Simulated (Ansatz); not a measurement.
# Se on W(110): change of the work function, part 2 of 5

Aim: the work function of W(110) at several coverages of Se (top site), and the dipole that each adsorbate carries.

Ansatz 0.2.0; plane-wave DFT, PBE, Ansatz PAW.

So far, work function, upper face (eV): step 2 (the clean slab) 4.84.

### Step 3. The covered slab, k-mesh 6×6×1, coverage 0.25 ML

System of this step: W16Se (Se/W(110)). The cell holds 17 atoms: 16 W and 1 Se. Its edges and angles: a = 5.473 Å, b = 5.473 Å, c = 27.660 Å, α = 90.0°, β = 90.0°, γ = 70.5°. Vacuum lies along c.

The clean slab as it ended is repeated in the plane and the adsorbate is set on one face; the cell's size fixes the coverage, and the k-mesh shrinks with it to keep the sampling density about even. Adsorbate and upper layers relax, since the dipole depends on the height.

input.yaml

```yaml
crystal:
  lattice:
    - [4.468914857, -3.16, 0.0]
    - [4.468914857, 3.16, 0.0]
    - [0.0, 0.0, 27.6599615893]
  atoms:
    - { symbol: W, position: [0.0, 0.0, 0.3253800614] }
    - { symbol: W, position: [0.25, 0.25, 0.4061631609] }
    - { symbol: W, position: [0.0, 0.0, 0.488315671] }
    - { symbol: W, position: [0.25, 0.25, 0.5675698984] }
    - { symbol: W, position: [0.0, 0.5, 0.3253800614] }
    - { symbol: W, position: [0.25, 0.75, 0.4061631609] }
    - { symbol: W, position: [0.0, 0.5, 0.488315671] }
    - { symbol: W, position: [0.25, 0.75, 0.5675698984] }
    - { symbol: W, position: [0.5, 0.0, 0.3253800614] }
    - { symbol: W, position: [0.75, 0.25, 0.4061631609] }
    - { symbol: W, position: [0.5, 0.0, 0.488315671] }
    - { symbol: W, position: [0.75, 0.25, 0.5675698984] }
    - { symbol: W, position: [0.5, 0.5, 0.3253800614] }
    - { symbol: W, position: [0.75, 0.75, 0.4061631609] }
    - { symbol: W, position: [0.5, 0.5, 0.488315671] }
    - { symbol: W, position: [0.75, 0.75, 0.5675698984] }
    - { symbol: Se, position: [0.25, 0.25, 0.6746199386] }
kpoints:
  mp_grid: { grid: [6, 6, 1] }
hamiltonian:
  xc: pbe
scf:
  occupations: { method: fermi_dirac, width: 0.1 }
  convergence: { dr2_threshold: 1.0e-08 }
efield:
  axis: 3
  dipole_correction: true
  ramp_position: 0.97
  ramp_width: 0.06
relax:
  f_tol: 0.02
  max_steps: 60
  constraints: [{ sites: [0, 1, 4, 5, 8, 9, 12, 13] }]
output:
  bader: true
  dos: { projected: true, e_range: [-8, 4] }
  write_potential: true
  write_density: true
  volumetric_format: npy
  elf: true
```

Run with:

```
> ansatz run input.yaml --threads 4 --pin off --max-ram 6144MiB --backend cpu --events-out ev --progress --plain --runs-dir out
```

Numbers of over 12 decimals in the logs are rounded to 6 here.

The log of the run:

```text
[...]
Crystal: 17 atoms, lattice volume = 781.215 Å³
Basis set: ecut = 420 eV, 15269 PW (Γ), exchange–correlation on 80×80×384 points (8 copies of the dense FFT grid, shifted against one another)
Bands: 144, of which v1, the nominal top of the filled ones, is band 120 counted from 1 (119 counted from 0)
Symmetry: 4 space group operations
[...]
k-points: 13 of 36
[...]
SCF iter   1: F=—  HF=-171615.243618 eV  |F-HF|=—  |Δ(HF+E_count)|=         —  Δρ=9.75e-3  dr2=8.26e0  ethr=1.77e-3  p=-0.081 e·Å  D=-1.88e-2 V/Å  ΔV_dip=0.52 eV  dr2_dipole=6.30e-1  V_vac-E_F(+/−)=5.60/5.08 eV  ⟨swp⟩=9.6  Hψ=9199  notcnv=0
[...]
SCF iter  10: F=-171614.854443 eV  HF=-171614.854443 eV  |F-HF|=2.18e-8  |Δ(HF+E_count)|=   8.76e-9  Δρ=5.99e-7  dr2=5.42e-9  ethr=4.17e-12  p=-0.143 e·Å  D=-3.32e-2 V/Å  ΔV_dip=0.92 eV  dr2_dipole=1.07e-10  V_vac-E_F(+/−)=5.82/4.90 eV  ⟨swp⟩=12.7  Hψ=15086  notcnv=0
SCF 1 converged in 10 iterations: F = -171614.854443 eV  dr2 = 5.42e-9
[...]
relax step   1: F+E_penalty+E_count = -171614.85444327 eV  Δ(F+E_penalty+E_count) = +0.000e0 eV  max|allowed force component| = 2.989e0 eV/Å  Δτ_max = 0.0000 Å  (10 SCF iters, accepted)
[...]
SCF iter  11: F=-171615.726495 eV  HF=-171615.726495 eV  |F-HF|=4.42e-9  |Δ(HF+E_count)|=   1.93e-8  Δρ=1.70e-7  dr2=3.93e-10  ethr=4.17e-12  p=-0.086 e·Å  D=-1.99e-2 V/Å  ΔV_dip=0.55 eV  dr2_dipole=5.35e-13  V_vac-E_F(+/−)=5.45/4.90 eV  ⟨swp⟩=10.3  Hψ=12266  notcnv=0
SCF 2 converged in 11 iterations: F = -171615.726495 eV  dr2 = 3.93e-10
relax step   2: F+E_penalty+E_count = -171615.72649503 eV  Δ(F+E_penalty+E_count) = -8.721e-1 eV  max|allowed force component| = 2.840e0 eV/Å  Δτ_max = 0.1947 Å  (11 SCF iters, accepted)
[...]
SCF iter  10: F=-171616.343628 eV  HF=-171616.343628 eV  |F-HF|=3.29e-9  |Δ(HF+E_count)|=   2.76e-8  Δρ=3.42e-7  dr2=2.29e-9  ethr=4.17e-12  p=-0.004 e·Å  D=-9.19e-4 V/Å  ΔV_dip=0.03 eV  dr2_dipole=6.14e-11  V_vac-E_F(+/−)=4.92/4.90 eV  ⟨swp⟩=11.5  Hψ=13629  notcnv=0
SCF 3 converged in 10 iterations: F = -171616.343628 eV  dr2 = 2.29e-9
relax step   3: F+E_penalty+E_count = -171616.34362754 eV  Δ(F+E_penalty+E_count) = -6.171e-1 eV  max|allowed force component| = 3.196e-1 eV/Å  Δτ_max = 0.1952 Å  (10 SCF iters, accepted)
[...]
relax step   4: F+E_penalty+E_count = -171616.33352186 eV  Δ(F+E_penalty+E_count) = +1.011e-2 eV  max|allowed force component| = 4.659e-1 eV/Å  Δτ_max = 0.1118 Å  (10 SCF iters, rejected (line search))
[...]
relax step   5: F+E_penalty+E_count = -171616.36722978 eV  Δ(F+E_penalty+E_count) = -2.360e-2 eV  max|allowed force component| = 9.019e-2 eV/Å  Δτ_max = 0.0522 Å  (9 SCF iters, accepted)
SCF iter   1: F=—  HF=-171616.368325 eV  |F-HF|=—  |Δ(HF+E_count)|=         —  Δρ=6.47e-4  dr2=8.98e-3  ethr=4.37e-5  p=-0.001 e·Å  D=-2.59e-4 V/Å  ΔV_dip=0.01 eV  dr2_dipole=1.27e-3  V_vac-E_F(+/−)=4.91/4.90 eV  ⟨swp⟩=2.1  Hψ=3205  notcnv=0
[...]
SCF iter   8: F=-171616.368435 eV  HF=-171616.368435 eV  |F-HF|=2.27e-9  |Δ(HF+E_count)|=   2.37e-8  Δρ=2.73e-7  dr2=1.52e-9  ethr=4.17e-12  p=-0.001 e·Å  D=-3.38e-4 V/Å  ΔV_dip=0.01 eV  dr2_dipole=1.50e-10  V_vac-E_F(+/−)=4.91/4.90 eV  ⟨swp⟩=11.8  Hψ=14007  notcnv=0
SCF 6 converged in 8 iterations: F = -171616.368435 eV  dr2 = 1.52e-9
relax step   6: F+E_penalty+E_count = -171616.36843488 eV  Δ(F+E_penalty+E_count) = -1.205e-3 eV  max|allowed force component| = 1.630e-2 eV/Å  Δτ_max = 0.0116 Å  (8 SCF iters, accepted)
NSCF: frozen V_eff on 13 k-points
[...]
SCF converged after 8 iterations
Free energy (F): -171616.368435 eV
[...]
Internal energy: -171615.982768 eV  (E = F + TS)
E sigma→0 (E₀):  -171616.175601 eV
Entropy (-TS):   -0.385667 eV (-22.686 meV/atom)
Fermi energy:    4.514305 eV
Dipole field:    D = -0.000330 V/Å  (p = -0.001424 e·Å, saw-weighted, corrected)
Work function:   Φ+ = 4.9085 eV   Φ− = 4.8993 eV
[...]
--- Forces (eV/Å), atoms counted from 1 ---
  atom   1  W     -0.08745911    -0.00000000     0.36386135
  atom   2  W      0.00000000     0.00000000    -0.45721285
  atom   3  W     -0.00896854     0.00000000    -0.00064231
  atom   4  W      0.00000000     0.00000000    -0.01179413
  atom   5  W     -0.00000000    -0.07588278     0.29265254
  atom   6  W      0.00000000     0.00000000    -0.38016659
  atom   7  W     -0.00000000    -0.00665392     0.01630095
  atom   8  W      0.00000000     0.00000000    -0.00119047
  atom   9  W     -0.00000000     0.07588278     0.29265254
  atom  10  W      0.00000000    -0.00000000    -0.38016659
  atom  11  W      0.00000000     0.00665392     0.01630095
  atom  12  W     -0.00000000    -0.00000000    -0.00119047
  atom  13  W      0.08745911     0.00000000     0.36386135
  atom  14  W      0.00000000    -0.00000000    -0.09199500
  atom  15  W      0.00896854    -0.00000000    -0.00064231
  atom  16  W      0.00000000     0.00000000    -0.01335804
  atom  17  Se     0.00000000     0.00000000    -0.00729256
  max |Σ_I F_I| component: 2.16e-5 eV/Å
--- Band table (eV; the first three rows and the last of 13) ---
  k-point 0: bands = [... 116 lower, 5.1064, 5.1442, 5.1613, 5.2255, 5.4355, 5.5095, 5.6108, 5.6792, ... 20 higher]
  k-point 1: bands = [... 116 lower, 4.5652, 4.6918, 4.7424, 4.9609, 5.1978, 5.3123, 5.5879, 5.7047, ... 20 higher]
  k-point 2: bands = [... 116 lower, 3.8357, 3.9398, 4.3472, 4.5486, 4.6718, 4.7856, 4.9520, 5.2120, ... 20 higher]
  k-point 12: bands = [... 116 lower, 3.6728, 3.6778, 3.7515, 3.9798, 3.9891, 4.2271, 4.2945, 4.3295, ... 20 higher]
--- Relaxed structure (6 steps of the walk, 5 accepted, 0 SCFs on fresh bases) ---
  F+E_penalty+E_count = -171616.36843488 eV   max|allowed force component| = 1.630e-2 eV/Å
  atoms:
    - { symbol: W, position: [0.0, 0.0, 0.325380] }
    - { symbol: W, position: [0.25, 0.25, 0.406163] }
    - { symbol: W, position: [0.00431834, 0.00431834, 0.488743] }
    - { symbol: W, position: [0.25, 0.25, 0.575377] }
    - { symbol: W, position: [-5.551115123125783e-17, 0.5, 0.325380] }
    - { symbol: W, position: [0.250000, 0.75, 0.406163] }
    - { symbol: W, position: [-0.00122756, 0.501228, 0.487616] }
    - { symbol: W, position: [0.250000, 0.75, 0.567084] }
    - { symbol: W, position: [0.5, -5.551115123125783e-17, 0.325380] }
    - { symbol: W, position: [0.75, 0.250000, 0.406163] }
    - { symbol: W, position: [0.501228, -0.00122756, 0.487616] }
    - { symbol: W, position: [0.75, 0.250000, 0.567084] }
    - { symbol: W, position: [0.5, 0.5, 0.325380] }
    - { symbol: W, position: [0.75, 0.75, 0.406163] }
    - { symbol: W, position: [0.495682, 0.495682, 0.488743] }
    - { symbol: W, position: [0.75, 0.75, 0.564694] }
    - { symbol: Se, position: [0.25, 0.25, 0.659192] }
--- Bader charges: 17 sites ---
  site symbol  charge [e]  shift [e]
     0      W     -0.0551     0.0000
     1      W      0.0662     0.0000
     2      W      0.0678     0.0000
     3      W      0.2195     0.0006
     4      W     -0.0580     0.0000
     5      W      0.0555     0.0000
     6      W      0.0473     0.0000
     7      W      0.0291     0.0000
     8      W     -0.0580     0.0000
     9      W      0.0555     0.0000
    10      W      0.0473     0.0000
    11      W      0.0292     0.0000
    12      W     -0.0551     0.0000
    13      W      0.0378     0.0000
    14      W      0.0678     0.0000
    15      W     -0.0176     0.0000
    16     Se     -0.4794     0.0006
  estimated error of the sums over rays = 8.6e-4 e
```

It took 5.2 min on 4 threads of Arm Neoverse V2, shared host; peak memory 3.1 GiB.

Relaxation path:

| step | energy less that of the first step (eV) | largest force component (eV/Å) |
| --- | --- | --- |
| 1 | 0.0000 | 2.9894 |
| 2 | -0.8721 | 2.8399 |
| 3 | -1.4892 | 0.3196 |
| 4 | -1.4791 | 0.4659 |
| 5 | -1.5128 | 0.0902 |
| 6 | -1.5140 | 0.0163 |

Relaxation step 4 was tried and not accepted.

The run keeps the 4 symmetry operations that it works with, so distortions that break them were not tested.

The atoms that moved most (Å):

| atom | dx | dy | dz | length |
| --- | --- | --- | --- | --- |
| Se17 | 0.000 | 0.000 | -0.427 | 0.427 |
| W4 | 0.000 | 0.000 | 0.216 | 0.216 |
| W16 | 0.000 | 0.000 | -0.080 | 0.080 |
| W3 | 0.039 | 0.000 | 0.012 | 0.040 |
| W15 | -0.039 | 0.000 | 0.012 | 0.040 |
| W7 | 0.000 | 0.008 | -0.019 | 0.021 |
| W11 | 0.000 | -0.008 | -0.019 | 0.021 |
| W12 | 0.000 | 0.000 | -0.013 | 0.013 |

Final coordinates:

```
W Se
1.0
     4.46891   -3.16000    0.00000
     4.46891    3.16000    0.00000
     0.00000    0.00000   27.65996
W Se
16 1
Cartesian
  0.0000 0.0000 9.0000
  2.2345 0.0000 11.2345
  0.0386 0.0000 13.5186
  2.2345 0.0000 15.9149
  2.2345 1.5800 9.0000
  4.4689 1.5800 11.2345
  2.2345 1.5878 13.4874
  4.4689 1.5800 15.6855
  2.2345 -1.5800 9.0000
  4.4689 -1.5800 11.2345
  2.2345 -1.5878 13.4874
  4.4689 -1.5800 15.6855
  4.4689 0.0000 9.0000
  6.7034 0.0000 11.2345
  4.4303 0.0000 13.5186
  6.7034 0.0000 15.6194
  2.2345 0.0000 18.2332
```

Numbers from this step:

* energy at zero smearing: -171616.1756 eV
* work function, upper face: 4.908 eV
* dipole along the normal: -0.001424 e·Å

Running mean over 2.234 Å of the planar mean; the ramp of the sawtooth is left out. Table of electron's electrostatic potential energy less the Fermi level by z:

z (Å), electron's electrostatic potential energy less the Fermi level (eV) and a bar from the least value:
```
        4        4.9 ##############################
        5        4.9 ##############################
        6        4.8 ##############################
        7        3.3 ###########################
        8       -5.8 ############
        9      -12.2 #
       10      -12.6 
       11      -12.7 
       12      -12.5 #
       13      -12.5 
       14      -12.8 
       15      -12.6 
       16      -11.7 ##
       17       -3.6 ################
       18        1.9 #########################
       19        3.1 ###########################
       20        4.5 #############################
       21        4.9 ##############################
       22        4.9 ##############################
       23        4.9 ##############################
       24        4.9 ##############################
```

The density of states has structure finer than the step of the table below, so its rows give means over 0.5 eV, whole bins alone (the curve runs from -8 to 1.98 eV). Peaks (eV: height): -3.40: 34.0, -3.28: 33.9, -3.22: 34.3, -3.13: 36.8, -3.01: 30.3, -2.89: 30.6, -1.98: 29.6.

Density of states against energy, zero at the Fermi level; means over each step:

energy (eV), density of states (states/eV a cell) and a bar:
```
     -7.5        1.7 
     -7.0        2.2 #
     -6.5        2.2 #
     -6.0        6.4 ######
     -5.5       10.0 ###########
     -5.0       12.0 #############
     -4.5       17.7 ####################
     -4.0       11.4 ############
     -3.5       15.4 #################
     -3.0       25.2 ##############################
     -2.5       21.2 #########################
     -2.0       21.9 ##########################
     -1.5       20.3 ########################
     -1.0       13.3 ###############
     -0.5       10.7 ###########
      0.0       11.7 #############
      0.5       13.0 ##############
      1.0       16.9 ###################
      1.5       20.5 ########################
```

Projected DOS per atom over height of the atomic layer and energy from the Fermi level. Layers: W4 W4 W4 W4 Se from below.

Ten even steps from '_' (0.00 states/eV) to '@' (2.81 states/eV), each cell a mean:
```
--==----..
------==::
--::::--::
--....::..
--....::..
--....::..
==....--..
++::::==::
++--====--
========--
==++====++
--++++++@@
......::..
::::::::__
--====--__
..----..__
..::::..__
........__
__________
__________
__________
__________
```
Columns: height of the atomic layer (Å) from 9 to 18.2 (not evenly spaced); rows upwards: energy from the Fermi level (eV) from -7.96 to 1.95.

ELF in the ca plane at fractional y = 0.250, with atoms of W and Se within 0.2 Å of it. It is the smooth field of the valence electrons, not physical close to the nuclei.

Ten even steps from '0' (0.00) to '9' (0.86), each cell a mean:
```
44443333355444453333332345554210000000000000
34432575335433543576311111111000000000000000
44435757534434544757620000000000000000000000
44436606634444535615730000000000000000000000
44435757534434544757620000000000000000000000
34432575235433543576311111111000000000000000
44443333355444454333332345554210000000000000
44454344455444455444434678887531000000000000
44442353245444443245325888999742000000000000
34434777434444442477635886899852100000000000
44436626634544433752756852699963100000000000
44436626634544433753756852699963100000000000
34433777334444442477635887899852100000000000
44442353245444443245325888998742000000000000
44454344455444455444434678887521000000000000
```
Columns run along c (16.0 Å, from fractional 0.33 to 0.91 of the cell), rows up along a (5.5 Å). Atoms in or near the plane, at fractional coordinates: W at (0.41, 0.25), W at (0.58, 0.25), W at (0.41, 0.75), W at (0.57, 0.75), Se at (0.66, 0.25).

Electrostatic potential energy in the ca plane at fractional y = 0.250, with atoms of W and Se within 0.2 Å of it. With pseudopotentials it is smooth inside the atoms' cores, unlike the true potential.

Values in eV, 8 rows by 16 columns, each cell a mean:
```
  3  -2 -16   2   1   3 -14  -5   7   9   9   9   9   9   9   9
  4 -21 -54  -7   4  -2 -50 -30   6   9   9   9   9   9   9   9
  4 -16 -47  -5   3  -1 -43 -24   6   9   9   9   9   9   9   9
  2   2  -6   4   1   4  -5   0   8   8   9   9   9   9   9   9
  3  -2 -16   2   2   4 -10 -10   1  -5   7   9   9   9   9   9
  4 -21 -54  -7   4   3 -41 -42 -10  -7   1   9   9   9   9   9
  4 -16 -47  -5   4   3 -34 -35  -8 -10   3   9   9   9   9   9
  2   2  -6   4   1   4  -3  -2   4   0   8   9   9   9   9   9
```
Columns run along c (16.0 Å, from fractional 0.33 to 0.91 of the cell; values clipped at the 3rd and 97th percentile), rows up along a (5.5 Å). Atoms in or near the plane, at fractional coordinates: W at (0.41, 0.25), W at (0.58, 0.25), W at (0.41, 0.75), W at (0.57, 0.75), Se at (0.66, 0.25).

Valence density in the ca plane at fractional y = 0.250, with atoms of W and Se within 0.2 Å of it. It is the smooth field of the valence electrons, not physical close to the nuclei.

Ten steps, logarithmic in the rise over the least value, from '0' (0 e/Å³) to '9' (29 e/Å³), each cell a mean:
```
11111222111111111222100000000000000000000000
11112444211111112444210000000000000000000000
11124565421111123566410000000000000000000000
11124656421111124656520000000000000000000000
11124565421111123566410000000000000000000000
11112444211111112344210000000000000000000000
11111222111111111222110000000000000000000000
11111121111111111111110011100000000000000000
11111333111111111233211122210000000000000000
11113555311111111355432246531000000000000000
11124666421111112566642379841000000000000000
11124666421111112566642379841000000000000000
11113555311111111355422246521000000000000000
11111232111111111233211122210000000000000000
11111111111111111111110011100000000000000000
```
Columns run along c (16.0 Å, from fractional 0.33 to 0.91 of the cell), rows up along a (5.5 Å). Atoms in or near the plane, at fractional coordinates: W at (0.41, 0.25), W at (0.58, 0.25), W at (0.41, 0.75), W at (0.57, 0.75), Se at (0.66, 0.25).

The relaxation took 6 steps and lowered the energy by 1.5 eV; the largest force on the free atoms ends at 0.016 eV/Å.

The covered face has 4.91 eV, +0.06 eV against the clean one; the bare back face has moved by +0.00 eV, a measure of how thin the slab is.

[end of part 2 of 5]

[Logs are printed without paths, hosts, clocks, repeated set-up lines and the standing remarks that a program may print on its own settings, such as how far it seeks lower states.]

[Hosts, paths, dates, database ids (printed as entryN), source tags and the programs' standing remarks are cut or masked in the printed files.]

[Maps of the electrostatic potential energy from Ansatz leave out the sawtooth potential of an applied field or a dipole correction, so their vacuum need not be flat; planar profiles and work functions include it.]

[The density of states shown here was stored with 400 of the rows of the run's finer table, so its peaks can read low, often by over a quarter, or be missed, and its means over a window can be off by a tenth or more.]
